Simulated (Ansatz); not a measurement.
# LiF (Griceite, Fm-3m): zone-centre modes under pressure, part 3 of 3

Aim: how do the optical modes of LiF (Griceite, Fm-3m) move with volume?

Ansatz 0.2.0; DFT LDA, scalar-relativistic, plane waves, PAW; PAW set soft_1.

So far, mean static dielectric tensor (ions relaxed, fixed cell): step 5 (zone-centre response at rest) 8.23; step 7 (volume ratio 1.06) 10.2.

## (8) Ground state of a member: 0.9 times the volume at rest

The cell is set to 0.9 times the volume at rest; symmetry leaves nothing else free, so this is a single point.

input.yaml

```yaml
crystal:
  lattice:
    - [0.0, 1.8862050846, 1.8862050846]
    - [1.8862050846, 0.0, 1.8862050846]
    - [1.8862050846, 1.8862050846, 0.0]
  atoms:
    - { symbol: Li, position: [0.0, 0.0, 0.0] }
    - { symbol: F, position: [0.5, 0.5, 0.5] }
kpoints:
  mp_grid: { grid: [12, 12, 12] }
hamiltonian:
  xc: lda
  pseudopotentials: { kind: paw, azcp: { folder: soft_1 }, xc_functional: pbe }
scf:
  occupations: { method: fixed }
output:
  forces: true
  stress: true
  eigenvalues: true
```

The run is started by

```console
ansatz run input.yaml --threads 4 --pin off --max-ram 10240MiB --backend cpu --events-out ev --progress --plain --runs-dir out
```

Numbers of over 12 decimals in the logs are rounded to 6 here.

Log:

```text
[...]
Crystal: 2 atoms, lattice volume = 13.421 Å³
Basis set: ecut = 420 eV, 259 PW (Γ)
Bands: 9, of which v1, the nominal top of the filled ones, is band 5 counted from 1 (4 counted from 0)
Symmetry: 48 space group operations
[...]
k-points: 72 of 1728
[...]
Free energy (F): -998.654137 eV
[...]
Internal energy: -998.654137 eV  (E = F + TS)
E sigma→0 (E₀):  -998.654137 eV
Fermi energy:    2.331884 eV
[...]
--- Stress (GPa, compression-positive) ---
       11.474904      -0.000000      -0.000000
        0.000000      11.474904      -0.000000
        0.000000       0.000000      11.474904
  P = ⅓ Tr σ = 11.4749 GPa (114.749 kbar)
--- Band table (eV; the first three rows and the last of 72) ---
[...]
[key lines of the parts left out:]
SCF converged after 6 iterations
```

Wall time 0.3 s (4 threads of AMD EPYC 7B13 (Zen 3), shared host); peak memory 0.31 GiB; 0.69 s of CPU time.

This step gave:

```yaml
pressure: 11.47 GPa
gap_on_the_k_mesh: 10.85 eV
volume_per_atom: 6.711 Å³
```

The forces vanish by symmetry, at a pressure of 11.47 GPa.

## (9) Zone-centre modes of the member: 0.9 times the volume at rest

The zone-centre modes follow for 0.9 times the volume at rest, with the response to a field.

input.yaml: that of step 8 with these lines changed.

```diff
@@ -16,4 +16,6 @@
 output:
-  forces: true
-  stress: true
   eigenvalues: true
+phonons:
+  method: dfpt
+  dielectric: true
+  rigid_motions: translations
```

Log:

```text
[...]
Crystal: 2 atoms, lattice volume = 13.421 Å³
Basis set: ecut = 420 eV, 259 PW (Γ), exchange–correlation on 36×36×36 points (8 copies of the dense FFT grid, shifted against one another)
Bands: 9, of which v1, the nominal top of the filled ones, is band 5 counted from 1 (4 counted from 0)
Symmetry: 48 space group operations
k-points: 163 of 1728 (irreducible under 8 space group operations, time reversal used)
[...]
optical modes at Γ + LO–TO along q̂ = [1.0000, 0.0000, 0.0000]:
      ω (cm⁻¹)  modes    IR ((D/Å)²/amu)
[...]
optical modes at Γ + LO–TO along q̂ = [0.0000, 1.0000, 0.0000]:
      ω (cm⁻¹)  modes    IR ((D/Å)²/amu)
        435.92      2             9.5951
        737.95      1             4.7976
  optical modes at Γ + LO–TO along q̂ = [0.0000, 0.0000, 1.0000]:
      ω (cm⁻¹)  modes    IR ((D/Å)²/amu)
        435.92      2             9.5951
        737.95      1             4.7976
[key lines of the parts left out:]
SCF converged after 7 iterations
Free energy (F): -998.654137 eV
Fermi energy:    2.331945 eV
```

The job ended after 3.8 s (4 threads; peak memory 0.4 GiB; 12 s of CPU time).

This step gave:

```yaml
sum_rule_residual_before_enforcement: 3.75e-4 eV/Å²
miss_of_the_charge_sum_rule: 1.02e-6 e
highest_optical_mode_at_the_zone_centre_no_lo_to_term: 435.9 cm⁻¹
lowest_optical_zone_centre_mode: 435.9 cm⁻¹
mean_high_frequency_dielectric_constant: 2.150
largest_born_charge_third_of_the_trace: 1.028 e
mean_static_dielectric_constant: 6.162
top_of_the_zone_centre_spectrum_with_the_field: 738.0 cm⁻¹
```

Without the LO-TO term. Patterns of degenerate modes are one choice out of their space. The modes at Γ (shares of kinetic energy by element, %):

| mode | frequency (cm⁻¹) | symmetry | Li % | F % |
| --- | --- | --- | --- | --- |
| 1 | 0.0 | acoustic | 27 | 73 |
| 2 | 0.0 | acoustic | 27 | 73 |
| 3 | 0.0 | acoustic | 27 | 73 |
| 4 | 435.9 | T1u | 73 | 27 |
| 5 | 435.9 | T1u | 73 | 27 |
| 6 | 435.9 | T1u | 73 | 27 |

Transverse modes. Lines of the infrared spectrum (strongest = 100):

| position (cm⁻¹) | label | relative intensity |
| --- | --- | --- |
| 436 | T1u | 100 |

The optical mode without the LO-TO term lies at 435.9 cm⁻¹.

For the mean static dielectric tensor (ions relaxed, fixed cell), step 5 gave 8.23; this run, with volume ratio 0.9, gives 6.16 (-25 %).

## (10) All members side by side

The members are set side by side, also those not shown above.

Each row is one cell with its response, relaxed at fixed volume as far as symmetry leaves anything free; energies are extrapolated to zero smearing, and E0 is that at rest; shape and atoms are relaxed in each cell where symmetry leaves them free. State of the crystal along the series:

| volume ratio | V (Å³/atom) | pressure (GPa) | E - E0 (meV/atom) | gap on mesh (eV) | ε∞ | ε0 | largest Born charge in size, a third of the trace (e) | top mode with the field, highest of q along x, y and z (cm⁻¹) |
| --- | --- | --- | --- | --- | --- | --- | --- | --- |
| 0.9 | 6.711 | 11.47 | 24.3 | 10.85 | 2.15 | 6.162 | 1.028 | 738 |
| 0.92 | 6.86 | 8.66 | 14.97 | 10.6 | 2.144 | 6.489 | 1.031 | 722.6 |
| 0.94 | 7.009 | 6.135 | 8.141 | 10.36 | 2.137 | 6.852 | 1.033 | 708 |
| 0.96 | 7.158 | 3.866 | 3.466 | 10.13 | 2.131 | 7.257 | 1.036 | 694.1 |
| 0.98 | 7.307 | 1.828 | 0.8501 | 9.915 | 2.124 | 7.713 | 1.038 | 680.8 |
| 0.99 | 7.382 | 0.8885 | 0.2217 | 9.811 | 2.121 | 7.961 | 1.039 | 674.5 |
| 1 | 7.456 | -0.003896 | 0 | 9.709 | 2.118 | 8.227 | 1.04 | 668.2 |
| 1.02 | 7.605 | -1.654 | 0.7612 | 9.512 | 2.112 | 8.81 | 1.042 | 656.2 |
| 1.04 | 7.755 | -3.138 | 2.975 | 9.323 | 2.106 | 9.478 | 1.044 | 644.7 |
| 1.06 | 7.904 | -4.474 | 6.537 | 9.142 | 2.101 | 10.25 | 1.047 | 633.8 |

Without the LO-TO term; each mode is tracked from rest by its pattern, and modes that stay within 0.3 cm⁻¹ of each other stand once; shape and atoms are relaxed in each cell where symmetry leaves them free. Optical modes along the series:

| V (Å³/atom) | mode 4 T1u (cm⁻¹) |
| --- | --- |
| 6.711 | 435.9 |
| 6.86 | 415.3 |
| 7.009 | 395.4 |
| 7.158 | 376.1 |
| 7.307 | 357.3 |
| 7.382 | 348.1 |
| 7.456 | 339.1 |
| 7.605 | 321.3 |
| 7.755 | 303.9 |
| 7.904 | 286.9 |

From cubic fits (parabolas where under five rows exist) of ln ω and P against ln V through the rows within about 4 % of rest: γ = −d ln ω / d ln V and dω/dP = γ ω / B. Slopes at rest:

| mode | fitted frequency at rest (cm⁻¹) | Grüneisen parameter γ | dω/dP (cm⁻¹/GPa) |
| --- | --- | --- | --- |
| mode 4 T1u | 339.1 | 2.65 | 10.35 |
| longitudinal mode | 668.2 | 0.92 | 7.09 |

## (11) Outcome

- members: 10
- highest optical mode at the zone centre (no LO-TO term), at rest: 339.1 cm⁻¹
- bulk modulus at rest: 86.9 GPa
- mode 4 T1u, γ: 2.65
- longitudinal mode, γ: 0.92

The series spans -4.5 to 11.5 GPa, and the slope at rest gives a bulk modulus of 87 GPa. The transverse optical mode has γ = 2.65 and moves by 10.3 cm⁻¹ for each GPa, the longitudinal one has γ = 0.92 and moves by 7.1. ε∞ is 2.12 at rest, with d ln ε∞ / d ln V = -0.14. One k mesh and one cutoff serve the ground states and modes of all volumes; the field response picks its own mesh. These are harmonic frequencies at zero temperature: anharmonic shifts, linewidths and thermal expansion are left out. The PAW files were made for PBE; the program adapts parts of them to the functional of the run, but their partial waves stay those of PBE, an approximation that was not tested in this session. Only the zone centre was solved, so an instability at another wavevector cannot show here.

[Logs are printed without paths, hosts, clocks, repeated set-up lines and the standing remarks that a program may print on its own settings, such as how far it seeks lower states.]

[Hosts, paths, dates, database ids (printed as entryN), source tags and the programs' standing remarks are cut or masked in the printed files.]
